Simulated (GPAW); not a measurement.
# Dielectric function and optical constants of MgB2, part 2 of 2

Aim: the dielectric function of MgB2, and the optical constants that follow from it.

GPAW 26.7.0; DFT, PBE, plane-wave PAW (GPAW data sets), scalar-relativistic, RPA, optical limit.

So far. Step 2 (Ground state): There are states at the Fermi level within the smearing, so the occupations stay smeared and the carriers get a Drude term.

## Step 4: Dielectric function, RPA

Transitions between filled and empty bands, summed over the zone, give the optical response, so mesh, band count and broadening shape it.

The induced potential is part of this response.

This step: DFT, PBE, plane-wave PAW (GPAW data sets), scalar-relativistic, RPA, optical limit (GPAW 26.7.0).

df.py

```python
from gpaw.response.df import DielectricFunction

df = DielectricFunction('full.gpw', frequencies={'type': 'nonlinear', 'domega0': 0.03, 'omega2': 8},
                        ecut=50,
                        eta=0.15,
                        nbands=24,
                        rate=0.05,
                        txt='df.txt')
for direction in ['x', 'z']:
    df.get_dielectric_function(xc='RPA', direction=direction, filename=f'df_{direction}.csv')
```

Run with:

```
$ OMP_NUM_THREADS=1 python df.py
```

Numbers of over 12 decimals in the logs are rounded to 6 here.

What it wrote:

```text
Using integrator: PointIntegrator
NonLinearFrequencyDescriptor(from 0.000 to 107.836 eV, 547 points)
Nonperiodic BCs:  [False False False]
Using integrator: PointIntegrator
NonLinearFrequencyDescriptor(from 0.000 to 107.836 eV, 547 points)
Nonperiodic BCs:  [False False False]
Using integrator: PointIntegrator

Calculating chi0 body with:
    Ground state adapter containing:
    Number of spins: 1
    Number of kpoints: 3888
    Number of irreducible kpoints: 259
    Number of completely occupied states: 6
    Number of partially occupied states: 9

    Linear response parametrization:
    q_c: [0.0, 0.0, 0.0]
    Number of frequency points: 547
    Planewave cutoff: 50.0
    Number of bands: 24
    Number of planewaves: 23
    Broadening (eta): 0.15

Integrating chi0 body.

Symmetries of q_c:
    Direct symmetries (Uq -> q): 24
    Indirect symmetries (TUq -> q): 0
In total 24 allowed symmetries.

259 groups of equivalent kpoints. 93.338477% reduction.

Integral kind: spectral function

Calculating chi0 optical extensions with:
    Ground state adapter containing:
    Number of spins: 1
    Number of kpoints: 3888
    Number of irreducible kpoints: 259
    Number of completely occupied states: 6
    Number of partially occupied states: 9

    Linear response parametrization:
    Number of frequency points: 547
    Planewave cutoff: 50.0
    Number of bands: 24
    Number of planewaves: 23
    Broadening (eta): 0.15
Integrating chi0 head and wings.

Symmetries of q_c:
    Direct symmetries (Uq -> q): 24
    Indirect symmetries (TUq -> q): 0
In total 24 allowed symmetries.

259 groups of equivalent kpoints. 93.338477% reduction.

Integral kind: spectral function wings

Calculating drude chi0 with:
    Number of frequency points:547
    Plasma frequency decay rate: 0.05 eV

    Ground state adapter containing:
    Number of spins: 1
    Number of kpoints: 3888
    Number of irreducible kpoints: 259
    Number of completely occupied states: 6
    Number of partially occupied states: 9

Symmetries of q_c:
    Direct symmetries (Uq -> q): 24
    Indirect symmetries (TUq -> q): 0
In total 24 allowed symmetries.

259 groups of equivalent kpoints. 93.338477% reduction.

Integral kind: intraband
Plasma frequency:
[[7.15+0.j 0.  +0.j 0.  +0.j]
 [0.  +0.j 7.15+0.j 0.  +0.j]
 [0.  +0.j 0.  +0.j 6.88-0.j]]
```

It took 15 s on 1 thread of Arm Neoverse V1, shared host; peak memory 0.22 GiB.

Some rows of df_x.csv (energy; Re and Im without local fields; Re and Im with them):

```text
0.000000, 20496.967243, 0.000000, 20496.092546, 0.000000
0.460735, -225.400441, 65.106228, -225.410836, 64.698696
0.943989, -47.398809, 9.703592, -47.584228, 9.645342
1.451455, -16.017843, 6.815318, -16.265437, 6.733403
1.984998, -2.176319, 5.502911, -2.541646, 5.333199
2.546682, -4.869185, 7.572732, -4.969053, 7.356815
3.138794, -2.809294, 4.035726, -2.900386, 3.893529
3.763875, -0.157099, 2.950224, -0.254411, 2.800059
4.424758, 2.986336, 2.274152, 2.767812, 2.082032
5.124608, 5.166423, 3.977794, 4.952388, 3.509978
5.866977, 5.174387, 4.112590, 5.109027, 3.855630
6.655862, 7.323165, 11.103516, 7.482133, 10.424141
7.495775, -2.406294, 12.708254, -1.824896, 12.495393
8.391833, -2.838942, 6.067162, -2.538764, 6.051012
9.349861, -3.245353, 3.228629, -3.122436, 3.277908
10.376517, -2.359425, 2.761058, -2.276853, 2.862448
11.479449, -2.183600, 1.661028, -2.139677, 1.692503
12.667487, -1.224544, 1.293421, -1.182052, 1.322151
13.950874, -1.061039, 0.814150, -1.024881, 0.841751
```

The Im ε has structure finer than the step of the table below, so its rows give means over 0.5 eV, whole bins alone (the curve runs from 0.305 to 14.0 eV). Peaks (eV: height): E ∥ x 2.21: 10.4, 7.44: 12.7; E ∥ z 4.61: 18.7, 5.71: 19.1, 8.09: 4.99.

Sum at mesh points, not converged in k. The Im ε by photon energy; means over each step:

```
photon energy (eV)  E ∥ x  E ∥ z
               1.0   10.6   5.41
               1.5   6.28   1.56
               2.0   6.51  0.736
               2.5   7.74  0.537
               3.0   4.76  0.560
               3.5   2.96  0.829
               4.0   1.94   2.40
               4.5   2.04   12.5
               5.0   3.16   6.16
               5.5   4.04   12.2
               6.0   4.13   10.4
               6.5   8.44   4.64
               7.0   12.3   2.43
               7.5   11.8   2.53
               8.0   7.45   4.41
               8.5   6.34   2.87
               9.0   4.69   2.19
               9.5   3.09   1.73
              10.0   2.88   1.78
              10.5   2.77   2.12
              11.0   2.53   2.86
              11.5   1.70   2.47
              12.0   1.41   1.91
              12.5   1.29   1.58
              13.0   1.40   1.66
              13.5  0.998   1.77
```

Values under 1 per cm are given as 1; sum at mesh points, not converged in k. The absorption coefficient by photon energy:

```
photon energy (eV)  E ∥ x (1/cm)  E ∥ z (1/cm)
             0.492         7.1e5         6.8e5
             1.010         6.5e5         6.5e5
             1.486         6.0e5         5.9e5
             1.985         4.1e5         4.9e5
             2.508         6.8e5         2.5e5
             3.018         6.6e5         57034
             3.510         4.8e5         64095
             3.980         3.3e5         1.3e5
             4.516         2.7e5         8.9e5
             4.981         3.5e5         7.3e5
             5.515         4.7e5         1.0e6
             6.021         4.5e5         1.7e6
             6.494         8.6e5         1.5e6
             6.985         1.6e6         1.2e6
             7.496         2.0e6         8.5e5
             8.026         2.0e6         1.3e6
             8.516         1.9e6         1.3e6
             9.023         2.1e6         1.3e6
             9.483         1.9e6         1.0e6
            10.026         1.7e6         9.3e5
            10.519         1.8e6         9.5e5
            11.029         1.9e6         1.4e6
            11.479         1.8e6         1.4e6
            12.023         1.7e6         1.5e6
            12.504         1.6e6         1.2e6
            13.000         1.7e6         1.3e6
            13.512         1.7e6         1.3e6
```

The loss function −Im 1/ε at q → 0 has structure finer than the step of the table below, so its rows give means over 0.5 eV, whole bins alone (the curve runs from 0.305 to 14.0 eV). Peaks (eV: height): E ∥ x 1.99: 0.153, 3.94: 0.506, 12.75: 0.429; E ∥ z 2.62: 1.86, 7.32: 0.447, 9.82: 0.597, 12.75: 0.639.

Sum at mesh points, not converged in k. Loss function −Im 1/ε at q → 0 against energy loss; means over each step:

```
energy loss (eV)    E ∥ x    E ∥ z
             1.0  0.00618  0.00282
             1.5   0.0229  0.00675
             2.0    0.102   0.0266
             2.5   0.0961    0.701
             3.0    0.152    0.185
             3.5    0.306   0.0355
             4.0    0.396   0.0275
             4.5    0.160   0.0449
             5.0    0.102    0.138
             5.5    0.111   0.0613
             6.0   0.0784   0.0763
             6.5   0.0626    0.119
             7.0   0.0745    0.231
             7.5   0.0810    0.388
             8.0    0.107    0.220
             8.5    0.132    0.269
             9.0    0.116    0.361
             9.5    0.168    0.541
            10.0    0.226    0.560
            10.5    0.222    0.449
            11.0    0.225    0.344
            11.5    0.228    0.391
            12.0    0.297    0.451
            12.5    0.386    0.607
            13.0    0.392    0.595
            13.5    0.377    0.564
```

Sum at mesh points, not converged in k. The Im ε, E ∥ x by photon energy; read off at these points:

```
photon energy (eV)  without local fields  with local fields
              0.50                  52.5               52.2
              1.00                  9.46               9.40
              1.50                  7.10               7.01
              2.00                  5.86               5.68
              2.21                  10.7               10.4
              2.50                  8.10               7.86
              3.00                  5.27               5.09
              3.50                  2.84               2.71
              4.00                  1.85               1.75
              4.50                  2.31               2.11
              5.00                  3.43               3.07
              5.50                  4.14               3.83
              6.00                  4.07               3.77
              6.50                  8.76               8.21
              7.00                  12.7               12.4
              7.44                  12.9               12.7
              7.50                  12.7               12.5
              8.00                  7.24               7.25
              8.50                  6.35               6.35
              9.00                  4.38               4.52
              9.50                  3.15               3.20
             10.00                  2.82               2.88
             10.50                  2.64               2.72
             11.00                  2.61               2.67
             11.50                  1.64               1.68
             12.00                  1.35               1.40
             12.50                  1.24               1.27
             13.00                  1.41               1.45
             13.50                 0.943              0.966
```

Sum at mesh points, not converged in k. Reflectivity at normal incidence against photon energy; read off at these points:

```
photon energy (eV)  E ∥ x (%)  E ∥ z (%)
             0.500       96.4       97.0
             0.750       96.0       96.9
             1.000       93.4       96.6
             1.250       89.3       96.2
             1.500       81.9       95.4
             1.750       79.4       94.1
             2.000       43.8       91.4
             2.250       51.9       84.6
             2.500       55.3       58.9
             2.585       56.0       36.5
             2.750       51.9       2.95
             3.000       49.6       4.08
             3.250       43.5       9.28
             3.500       32.3       14.3
             3.750       25.5       19.3
             4.000       11.9       25.0
             4.250       9.07       32.1
             4.500       12.1       43.2
             4.700       13.9       51.7
             4.750       14.8       50.9
             5.000       18.2       26.2
             5.250       22.1       26.7
             5.500       20.4       38.8
             5.750       21.3       55.8
             6.000       22.3       55.3
             6.250       28.6       59.2
             6.334       30.4       59.8
             6.500       33.3       56.6
             6.750       38.8       55.2
             7.000       41.9       54.2
             7.250       44.4       33.8
             7.500       49.2       22.2
             7.750       52.3       21.6
             7.966       53.1       28.7
             8.000       52.8       30.1
             8.250       48.0       42.8
             8.500       45.4       42.1
             8.750       51.4       34.7
             9.000       59.1       38.2
             9.088       59.7       39.0
             9.250       56.2       32.9
             9.500       53.0       24.5
             9.750       50.6       22.2
            10.000       44.0       17.7
            10.250       45.3       16.5
            10.500       46.7       14.9
            10.750       47.7       17.8
            11.000       45.9       24.3
            11.250       55.4       27.6
            11.328       56.4       26.8
            11.500       54.9       25.1
            11.750       53.4       29.9
            12.000       51.2       34.4
            12.250       50.8       28.0
            12.500       46.1       23.0
            12.750       42.4       22.1
            13.000       43.6       21.6
            13.250       49.5       21.7
            13.500       53.4       20.1
            13.750       51.2       23.4
```

Optical constants at common wavelengths, from n + ik = √ε:

```
wavelength (nm)   n x    k x  R (%) x  1/α x   n z    k z  R (%) z   1/α z
           1064  0.91  5.503     89.3  15 nm  0.28  5.391     96.3   16 nm
            633  1.15  2.133     50.0  24 nm  0.15  2.492     92.0   20 nm
            532  1.70  2.743     54.1  15 nm  0.18  1.510     80.1   28 nm
            450  1.22  2.277     51.7  16 nm  0.90  0.294      2.8  122 nm
            405  1.09  2.105     50.4  15 nm  1.57  0.182      5.4  178 nm
            308  1.17  0.724     10.6  34 nm  3.01  0.365     25.7   67 nm
            193  3.07  1.213     31.9  13 nm  0.99  2.369     58.5  6.5 nm
```

In reflection the computed colour is yellow-green: x = 0.363, y = 0.410, luminous reflectivity 65 %.

## Step 5: What came out

At this level (PBE, RPA) MgB2 is a metal. The mesh is too coarse to trust the carriers' weight, the reflectivity or the colour to better than tens of per cent. In reflection the computed colour is yellow-green: x = 0.363, y = 0.410, luminous reflectivity 65 %. The carriers' damping of 0.05 eV is typed, not computed; it shapes the response at the lowest energies. GPAW's carrier term has the form −ωp²/(ω + i·rate)², which damps like twice the rate and fails at low energy, so the curves leave the lowest energies out. The sum runs over mesh points 0.15 Å⁻¹ apart with no interpolation, so peaks are partly noise of the mesh, and the Drude plasma energy, a sum over the Fermi surface, isn't converged.

[Machine, clock and banner lines and Python warnings are left out of the logs.]

[Logs are printed without paths, hosts, clocks, repeated set-up lines and the standing remarks that a program may print on its own settings, such as how far it seeks lower states.]

[Hosts, paths, dates, database ids (printed as entryN), source tags and the programs' standing remarks are cut or masked in the printed files.]
